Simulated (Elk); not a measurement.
Planning a run of Elk 11.2.3 (patched build) on KZnF3 (Pm-3m). The input:

```
tasks
  180

xctype
  20

rgkmax
  8.5

gmaxvr
  18.0

lmaxapw
  10

lmaxo
  8

nxlo
  2

lorbcnd
  .true.

autolinengy
  .true.

tshift
  .false.

ngridk
  4 4 4

vkloff
  0.05 0.15 0.25

nempty
  10

swidth
  0.00551

scissor
  0.13005

gmaxrf
  2.5

wplot
  364 100 0
  0.0 0.6695

optcomp
  1 1
  2 2
  3 3

sppath
  './'

avec
  7.6533908047 0.0000000000 0.0000000000
  0.0000000000 7.6533908047 0.0000000000
  0.0000000000 0.0000000000 7.6533908047

atoms
  3
  'K.in'
  1
  0.0000000000 0.0000000000 0.0000000000
  'Zn.in'
  1
  0.5000000000 0.5000000000 0.5000000000
  'F.in'
  3
  0.5000000000 0.5000000000 0.0000000000
  0.0000000000 0.5000000000 0.5000000000
  0.5000000000 0.0000000000 0.5000000000
```

```sh
OMP_NUM_THREADS=4 elk > log
```

Q: Estimate wall time and host memory on 4 threads of Arm Neoverse V1, shared host.

It took 18 min; on shared hardware allow 8.9 min to 36 min. Peak host memory was 0.32 GiB.

[Paths, hosts, dates, memory and timing lines, banners, echoed tables and standing remarks are left out of the program output.]

[Logs are printed without paths, hosts, clocks, repeated set-up lines and the standing remarks that a program may print on its own settings, such as how far it seeks lower states.]

[Runs of the session that timed out or met a known fault of the program may be left out.]

[Hosts, paths, dates, database ids (printed as entryN), source tags and the programs' standing remarks are cut or masked in the printed files.]
